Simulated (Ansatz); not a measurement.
# Local environments in twisted graphene bilayer, 27.80° (52 atoms)

The cell holds 52 atoms: 52 C. Cell: a = 8.870 Å, b = 8.870 Å, c = 17.430 Å, α = 90.0°, β = 90.0°, γ = 120.0°. It derives from C (graphene). The starting structure: Graphene (a = 2.46 Å) under graphene (a = 2.46 Å), bilayer, commensurate cell of 13 unit cells a layer, twist 27.80 deg; facing planes 3.43 Å apart as built; 14 Å of vacuum; minimised with a classical potential. Regions: layer 1, 26 atoms (26 C); layer 2, 26 atoms (26 C). Vacuum lies along c.

Method: Kohn-Sham DFT, PBE+D4, PAW (set soft_2), plane waves (Ansatz 0.2.0; cutoff 420 eV, k-mesh 3×3×1, fermi-dirac smearing of 0.05 eV), at the relaxed geometry.

The whole cell was solved; only parts of it are printed.

Local excerpt of 27 atoms (numbers count through the whole input) about C32, picked at random; x, y, z are measured from there.

| atom | x | y | z | distance (Å) | bonds | intrinsic-atomic-orbital charge (e) |
| --- | --- | --- | --- | --- | --- | --- |
| C32 | 0.00 | 0.00 | 0.00 | 0.00 | 3 | 0.00 |
| C29 | 1.02 | 0.98 | 0.00 | 1.42 | 3 | 0.00 |
| C35 | -1.36 | 0.39 | 0.00 | 1.42 | 3 | 0.00 |
| C31 | 0.34 | -1.38 | 0.00 | 1.42 | 3 | 0.00 |
| C28 | 2.39 | 0.59 | 0.00 | 2.46 | 3 | 0.00 |
| C38 | -2.39 | -0.59 | 0.00 | 2.46 | 3 | 0.00 |
| C40 | 1.71 | -1.77 | 0.00 | 2.46 | 3 | 0.00 |
| C36 | -1.71 | 1.77 | 0.00 | 2.46 | 3 | 0.00 |
| C30 | 0.68 | 2.36 | 0.00 | 2.46 | 3 | 0.00 |
| C48 | -0.68 | -2.36 | 0.00 | 2.46 | 3 | 0.00 |
| C37 | -2.05 | -1.97 | 0.00 | 2.84 | 3 | 0.00 |
| C33 | -0.68 | 2.76 | 0.00 | 2.84 | 3 | 0.00 |
| C27 | 2.73 | -0.79 | 0.00 | 2.84 | 3 | 0.00 |
| C10 | -0.34 | 0.59 | -3.40 | 3.47 | 3 | 0.00 |
| C7 | -0.68 | -0.79 | -3.40 | 3.56 | 3 | 0.00 |
| C15 | 1.02 | 0.98 | -3.40 | 3.69 | 3 | 0.00 |
| C49 | 3.41 | 1.58 | 0.00 | 3.76 | 3 | 0.00 |
| C41 | -3.07 | 2.17 | 0.00 | 3.76 | 3 | 0.00 |
| C47 | -0.34 | -3.74 | 0.00 | 3.76 | 3 | 0.00 |
| C43 | -3.75 | -0.20 | 0.00 | 3.76 | 3 | 0.00 |
| C39 | 2.05 | -3.15 | 0.00 | 3.76 | 3 | 0.00 |
| C51 | 1.71 | 3.35 | 0.00 | 3.76 | 3 | 0.00 |
| C8 | 0.34 | -1.77 | -3.40 | 3.85 | 3 | 0.00 |
| C16 | 2.05 | 0.00 | -3.40 | 3.97 | 3 | 0.00 |
| C9 | -1.36 | 1.58 | -3.40 | 3.99 | 3 | 0.00 |
| C13 | 1.71 | -1.38 | -3.40 | 4.05 | 3 | 0.00 |
| C2 | -2.05 | -1.18 | -3.40 | 4.14 | 3 | 0.00 |

The column of bonds counts only the pairs C-C within 1.82 Å; other neighbours, such as metal atoms beside each other in a compound, aren't counted, and periodic images can show an atom twice.

Length of the force by element:

| element | coordination | atoms | mean length of the force (eV/Å) | spread | least | most |
| --- | --- | --- | --- | --- | --- | --- |
| C | all | 52 | 0.0133 | 0.0033 | 0.0039 | 0.0166 |

Intrinsic-atomic-orbital charges by element:

```
element  coordination  atoms  mean charge (e)  spread    least    most
      C           all     52                0  1.0e-4  -2.0e-4  1.0e-4
```

[Logs are printed without paths, hosts, clocks, repeated set-up lines and the standing remarks that a program may print on its own settings, such as how far it seeks lower states.]

[Hosts, paths, dates, database ids (printed as entryN), source tags and the programs' standing remarks are cut or masked in the printed files.]
